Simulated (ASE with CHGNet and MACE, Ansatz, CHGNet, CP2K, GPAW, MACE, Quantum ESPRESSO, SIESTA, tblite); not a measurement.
## Running random packing of 64Li2S-20P2S5-16LiCl (mol %) (91 atoms) with machine-learned potentials

Aim: run random packing of 64Li2S-20P2S5-16LiCl (mol %) (91 atoms) in machine-learned potentials and see how near its forces come to a plane-wave reference, and at what cost.

Main program and level: ASE with CHGNet and MACE; the method is named at each step.

**1. The starting structure**

The cell holds 91 atoms: 36 Li, 41 S, 10 P and 4 Cl. Its edges and angles: a = 12.227 Å, b = 12.227 Å, c = 12.227 Å, α = 90.0°, β = 90.0°, γ = 90.0°. 91 atoms (36 Li, 41 S, 10 P, 4 Cl) packed at random in a cube at 1.83 g/cm³ and pushed apart as soft spheres, cations and anions kept from their own kind; a start for melting by ab initio MD, not an equilibrated structure. Then every atom was moved at random, 0.03 Å r.m.s. a Cartesian component.

The yardstick, on the same geometry:

| Item | Value |
| --- | --- |
| method | Kohn-Sham DFT, PBE, PAW, plane waves (Ansatz 0.2.0); cutoff 420 eV, Γ point, fermi-dirac smearing of 0.05 eV; PAW set soft_2 |
| r.m.s. force component | 0.607 eV/Å |
| longest force | 3.353 eV/Å |
| pressure | -1.237 GPa |
| SCF cycles | 12 |
| time | 10 s on 8 threads of Arm Neoverse V2, shared host |
| CPU time | 74 s |

**2. CHGNet 0.3.0 potential**

Method: machine-learned interatomic potential CHGNet 0.3.0, trained on PBE(+U) plane-wave data.

The input, run.py:

```python
import numpy as np
from ase.io import read
import mlip  # loads the published weights by name

atoms = read("structure.xyz")
atoms.calc = mlip.calc("chgnet-0.3.0")
energy = atoms.get_potential_energy()
forces = atoms.get_forces()
print(f"energy {energy:.6f} eV")
print("forces (eV/A)")
for i, (a, f) in enumerate(zip(atoms, forces)):
    print(f"{i:4d} {a.symbol:2s} {f[0]:10.5f} {f[1]:10.5f} {f[2]:10.5f}")
stress = -atoms.get_stress(voigt=False) * 160.21766
print("stress (GPa, compression positive)")
for row in stress:
    print(" ".join(f"{x:10.4f}" for x in row))
```

The input, structure.xyz:

```xyz
91
Lattice="12.22750 0.00000 0.00000 0.00000 12.22750 0.00000 0.00000 0.00000 12.22750" Properties=species:S:1:pos:R:3 pbc="T T T"
Li 2.27187 9.95429 2.25231
Li 1.71014 11.66797 8.35040
Li 3.39130 9.06437 8.54604
Li 10.11471 10.13305 10.55661
Li 9.65679 3.42945 5.72761
Li 6.97567 9.03441 11.63422
Li 6.42592 8.41790 3.91182
Li 10.38433 3.48557 2.81122
Li 5.97264 7.02507 7.54449
Li 0.39519 0.92293 3.75812
Li 1.93219 4.03080 1.73423
Li 5.10290 4.27021 2.35220
Li 3.63242 5.48037 9.81819
Li 1.11894 8.14290 0.12741
Li 9.26514 9.98119 1.18680
Li 3.93273 6.54929 4.08337
Li 9.88899 3.66238 10.17890
Li 10.32417 6.64051 8.08568
Li 2.31540 1.05743 12.02318
Li 11.96559 10.30986 4.67787
Li 4.28733 4.72140 6.45918
Li 7.08376 10.14711 8.46779
Li 9.57169 6.67108 5.04384
Li 7.30825 1.42573 5.50482
Li 7.90239 4.10330 1.18460
Li 11.44971 12.01560 0.31889
Li 7.89322 2.46519 8.31054
Li 8.53638 10.18697 5.81454
Li 5.58552 11.64449 0.02458
Li 0.75444 4.64792 9.55542
Li 5.49467 10.58681 5.81711
Li 8.47500 0.33124 11.97733
Li 1.43893 5.15132 5.14056
Li 4.27424 0.42796 9.75706
Li 11.05146 8.11380 2.78066
Li 11.75393 5.64593 1.11955
S 11.58262 1.87778 9.56398
S 3.92906 8.64973 3.34337
S 7.28796 0.07838 7.37734
S 1.14058 11.88648 5.49259
S 9.39573 10.81669 3.72988
S 9.65924 9.96822 8.31005
S 12.18849 3.90693 11.92609
S 7.57848 1.85149 2.31295
S 11.69047 2.62891 4.99946
S 3.73587 11.49813 1.46706
S 12.11464 8.91800 10.29519
S 2.32665 1.53871 9.14458
S 3.93774 7.09623 6.24165
S 0.96597 0.59841 1.55265
S 3.69992 11.17227 7.08584
S 7.69599 4.04363 6.62877
S 5.18801 10.58522 9.70240
S 7.53397 5.02135 10.05785
S 11.01844 4.92609 6.73809
S 9.40539 2.60409 12.20512
[... 31 atom lines left out ...]
Cl 6.47055 10.06115 1.32448
Cl 10.62778 0.03864 6.67646
Cl 0.64121 6.84471 2.82541
Cl 8.48014 7.85140 3.45207
```

Started as:

```console
OMP_NUM_THREADS=1 python run.py > output.txt
```

The program printed:

```text
CHGNet v0.3.0 initialized with 412,525 parameters
CHGNet will run on cpu
energy -358.676514 eV
forces (eV/A)
   0 Li   -0.41250   -0.21187   -0.29039
   1 Li   -0.05304   -0.11984   -0.05284
   2 Li    0.01667    0.12689    0.06116
   3 Li    0.07662   -0.19301   -0.07511
   4 Li   -0.00605   -0.16397   -0.23220
   5 Li   -0.32448   -0.19079    0.13082
   6 Li   -0.38378    0.13059    0.02643
   7 Li    0.10258   -0.37316    0.04642
   8 Li    0.05544   -0.03810   -0.06406
   9 Li   -0.22799    0.26132    0.02643
  10 Li   -0.01261   -0.37064   -0.45898
  11 Li    0.18158    0.10966    0.07507
  12 Li   -0.98474    0.25489   -0.20832
  13 Li   -0.05430   -0.07526   -0.04048
  14 Li   -0.48212    0.06815    0.76817
  15 Li    0.23834   -0.74813   -0.25145
  16 Li    0.35961   -0.07359    0.16099
  17 Li    0.00327    0.51241    0.21651
  18 Li    0.12309   -0.19471   -0.09634
  19 Li   -0.18817    0.32735   -0.05015
  20 Li    0.03595   -0.30285    0.11308
  21 Li    0.10756    0.29253   -0.37061
  22 Li   -0.37159   -0.21919    0.37698
  23 Li   -0.19738    0.28703   -0.34927
[...]
83 P    -0.11421   -0.62113   -0.08782
  84 P     1.10089   -0.87190    0.83342
  85 P     0.32242   -0.93796    1.38025
  86 P     2.00532    0.80096   -2.48943
  87 Cl    1.23131   -0.16382   -0.16367
  88 Cl   -0.00835   -0.34980   -0.01429
  89 Cl   -0.16671   -0.58120    0.05523
  90 Cl    0.32936    0.01817   -0.76941
stress (GPa, compression positive)
   -2.0540     0.8520    -0.7561
    0.8520    -2.4013     0.3333
   -0.7561     0.3333    -2.5659
```

Run time: 3.2 s. Hardware: 1 thread of Arm Neoverse V2, shared host; peak memory 0.77 GiB.

Banners, paths, timers and routine set-up lines are dropped from the logs unmarked, and long logs keep their key lines alone; longer cuts are marked.

Compared with the plane-wave run:

* r.m.s. force component: 0.6773 eV/Å
* r.m.s. difference of force components: 362.1 meV/Å
* longest difference of force vectors: 1804 meV/Å
* force difference over r.m.s. force: 59.64 %
* slope of forces against the reference's: 0.9446
* correlation of force components: 0.8466
* pressure: -2.34 GPa
* pressure difference: -1.104 GPa

Length of the force difference by element (eV/Å):

```
element  atoms  mean  most
     Cl      4  0.35  0.45
     Li     36  0.23  0.58
      P     10  0.84   1.8
      S     41  0.69   1.5
```

A closer look about S46, picked at random: 9 atoms, nearest first, numbered in the order of the input, with positions taken from that point.

```
atom      x      y      z  distance (Å)     Fx     Fy  Fz (eV/Å)
 S46   0.00   0.00   0.00          0.00  -0.87   1.40       1.27
 P83  -0.66   1.36   1.63          2.23   2.68  -0.13      -1.45
 Li1  -1.46  -1.54   0.79          2.27  -0.41  -0.21      -0.29
Li29   1.85   0.15  -1.44          2.35   0.07   0.28      -0.43
Li19  -1.42   1.79  -1.67          2.83   0.12  -0.19      -0.10
 S73   0.83   2.92   0.12          3.04  -1.54  -1.12       0.21
 S50  -2.77   1.33   0.09          3.07   0.86   0.37       1.00
 S66   1.55   0.47   2.63          3.09  -1.33   1.12      -0.86
Cl88   2.73  -1.44  -0.14          3.09   1.23  -0.16      -0.16
```

Atoms are counted from 1 here, from 0 in the log.

Forces lie 60 % from the reference's, at 0.042 times its CPU time (on 1 against 8 cores).

**3. MACE MPA-0 medium potential**

Method: machine-learned interatomic potential MACE MPA-0 medium, trained on PBE(+U) plane-wave data.

run.py: that of step 2 with these lines changed.

```diff
@@ -5,3 +5,3 @@
 atoms = read("structure.xyz")
-atoms.calc = mlip.calc("chgnet-0.3.0")
+atoms.calc = mlip.calc("mace-mpa-0-medium")
 energy = atoms.get_potential_energy()
```

structure.xyz is that of step 2.

The program printed:

```text
energy -321.093252 eV
forces (eV/A)
   0 Li   -0.52110   -0.29772   -0.41100
   1 Li   -0.28134   -0.50978   -0.18703
   2 Li   -0.20115    0.12047    0.06121
   3 Li    0.17832   -0.17855   -0.48522
   4 Li   -0.00412   -0.30269   -0.50617
   5 Li   -0.44056   -0.27455    0.28740
   6 Li   -0.41031    0.17035    0.08429
   7 Li    0.18012   -0.59098    0.12614
   8 Li    0.09636   -0.19152   -0.02397
   9 Li   -0.14320    0.15210    0.04539
  10 Li    0.04085   -0.56695   -0.57650
  11 Li    0.20002    0.19327    0.04579
  12 Li   -0.93099    0.00813   -0.20108
  13 Li    0.04886   -0.18618    0.11951
  14 Li   -0.23729   -0.36369    1.04188
  15 Li    0.42635   -0.85204   -0.31813
  16 Li    0.27383    0.19989    0.22777
  17 Li   -0.13275    0.70291    0.33317
  18 Li    0.19680   -0.31854   -0.14602
  19 Li   -0.25403    0.26677   -0.04438
  20 Li   -0.15323   -0.31407    0.10358
  21 Li    0.39544    0.23873   -0.71979
  22 Li   -0.34154   -0.43037    0.68569
  23 Li   -0.39946    0.52761   -0.31403
[...]
83 P    -0.15008   -0.56182   -0.34867
  84 P     1.39999    0.63034    1.72892
  85 P     0.47571   -0.76212    0.82298
  86 P     1.48452    0.49278   -2.62351
  87 Cl    1.35684    0.09737   -0.23017
  88 Cl    0.11011   -0.37849    0.43211
  89 Cl   -0.43987   -0.64704   -0.05738
  90 Cl    0.36026    0.31810   -1.21293
stress (GPa, compression positive)
   -0.9680     0.9113    -0.7007
    0.9113    -1.2627     0.6420
   -0.7007     0.6420    -1.0790
```

Wall time 7.1 s (1 thread); peak memory 0.95 GiB.

Against the reference:

```yaml
r_m_s_force_component: 0.6379 eV/Å
r_m_s_difference_of_force_components: 179.7 meV/Å
longest_difference_of_force_vectors: 766.1 meV/Å
force_difference_over_r_m_s_force: 29.6 %
slope_of_forces_against_the_reference_s: 1.008
correlation_of_force_components: 0.9596
pressure: -1.103 GPa
pressure_difference: 0.1336 GPa
```

Against the first run (60 %), the force difference from the reference is 30 %, at 2.3 times the CPU time.

**4. MACE MP-0b3 medium potential**

Method: machine-learned interatomic potential MACE MP-0b3 medium, trained on PBE(+U) plane-wave data.

run.py: that of step 3 with these lines changed.

```diff
@@ -5,3 +5,3 @@
 atoms = read("structure.xyz")
-atoms.calc = mlip.calc("mace-mpa-0-medium")
+atoms.calc = mlip.calc("mace-mp-0b3-medium")
 energy = atoms.get_potential_energy()
```

structure.xyz is that of step 3.

The program printed:

```text
energy -327.529976 eV
forces (eV/A)
   0 Li   -0.28556   -0.31533   -0.08695
   1 Li   -0.13074   -0.35705   -0.22528
   2 Li   -0.23945    0.02172   -0.06638
   3 Li    0.03749   -0.25905   -0.29758
   4 Li    0.04230   -0.39108   -0.33494
   5 Li   -0.28695   -0.34567    0.02177
   6 Li   -0.60255    0.06734    0.24340
   7 Li    0.15356   -0.73024    0.16442
   8 Li    0.07222   -0.12803   -0.00169
   9 Li    0.00701    0.22336   -0.23696
  10 Li    0.03096   -0.50624   -0.53749
  11 Li    0.10923    0.20393    0.02289
  12 Li   -0.72139    0.10221   -0.14972
  13 Li   -0.15692   -0.20399   -0.06477
  14 Li   -0.16266   -0.24670    1.09394
  15 Li    0.48141   -0.57131   -0.10024
  16 Li    0.36582    0.23122    0.09444
  17 Li   -0.26812    0.44962    0.51823
  18 Li    0.24029   -0.39191   -0.24346
  19 Li   -0.07503    0.20260    0.04546
  20 Li   -0.26450   -0.23050    0.21713
  21 Li    0.26745    0.29140   -0.48094
  22 Li   -0.23354   -0.16179    0.57120
  23 Li   -0.14600    0.35449   -0.41305
[...]
83 P    -0.39950   -0.53544   -0.26352
  84 P     0.80776    0.95377    1.47317
  85 P     0.54454   -0.77786    1.15356
  86 P     1.27984    0.40310   -2.42124
  87 Cl    1.07884   -0.04369   -0.07454
  88 Cl    0.03577   -0.23180    0.22647
  89 Cl   -0.34227   -0.43164   -0.23308
  90 Cl    0.59579    0.28389   -1.08018
stress (GPa, compression positive)
   -0.2349     0.8165    -0.7289
    0.8165    -0.1995     0.6331
   -0.7289     0.6331    -0.5375
```

The job ended after 7 s (1 thread; peak memory 0.92 GiB).

Compared with the plane-wave run:

```yaml
r_m_s_force_component: 0.6219 eV/Å
r_m_s_difference_of_force_components: 233.9 meV/Å
longest_difference_of_force_vectors: 954 meV/Å
force_difference_over_r_m_s_force: 38.54 %
slope_of_forces_against_the_reference_s: 0.9504
correlation_of_force_components: 0.9278
pressure: -0.324 GPa
pressure_difference: 0.9128 GPa
```

Against the first run (60 %), the force difference from the reference is 39 %, at 2.3 times the CPU time.

**5. Side by side**

Differences are against the plane-wave reference, forces as r.m.s. over components; share is that over the reference's r.m.s. force, slope the least-squares factor from reference forces to these. Total energies of different programs have different zeros and aren't compared.

```
                         run  Δ force, r.m.s. (meV/Å)  share (%)  slope  Δ pressure (GPa)  cores  CPU time  memory (GiB)
                   reference                        -          -      -                 -      8      74 s           2.1
      CHGNet 0.3.0 potential                      362       59.6  0.945             -1.10      1     3.1 s          0.77
 MACE MPA-0 medium potential                      180       29.6  1.008             0.134      1     7.1 s          0.95
MACE MP-0b3 medium potential                      234       38.5  0.950             0.913      1       7 s          0.92
```

Times of the machine-learned potentials are mostly Python's start and the loading of weights.

CPU time is summed over cores on a shared host, where runs went side by side, so it is rough. Symmetry, cutoffs, thresholds, outputs and thread counts weren't matched or tuned between programs; memory under MPI is the largest rank's times the ranks.

**6. Results**

| Property | Result |
| --- | --- |
| nearest in forces | MACE MPA-0 medium potential, 30 % |
| its CPU time | 7.1 s |

Machine-learned potentials differ by 30 % (MACE MPA-0 medium potential) to 60 % (CHGNet 0.3.0 potential); they were trained on other programs' data. Machine-learned potentials mimic data converged in k, so the reference's own k-point error enters their differences. The electronic-structure runs sample only Γ, in a cell whose shortest periodic width is 12 Å, which is coarse for a cell with partly filled levels.

[Also dropped from logs without a mark: logging warnings of Python, and SIESTA's first energy breakdown and zero terms.]

[Logs are printed without paths, hosts, clocks, repeated set-up lines and the standing remarks that a program may print on its own settings, such as how far it seeks lower states.]

[Hosts, paths, dates, database ids (printed as entryN), source tags and the programs' standing remarks are cut or masked in the printed files.]
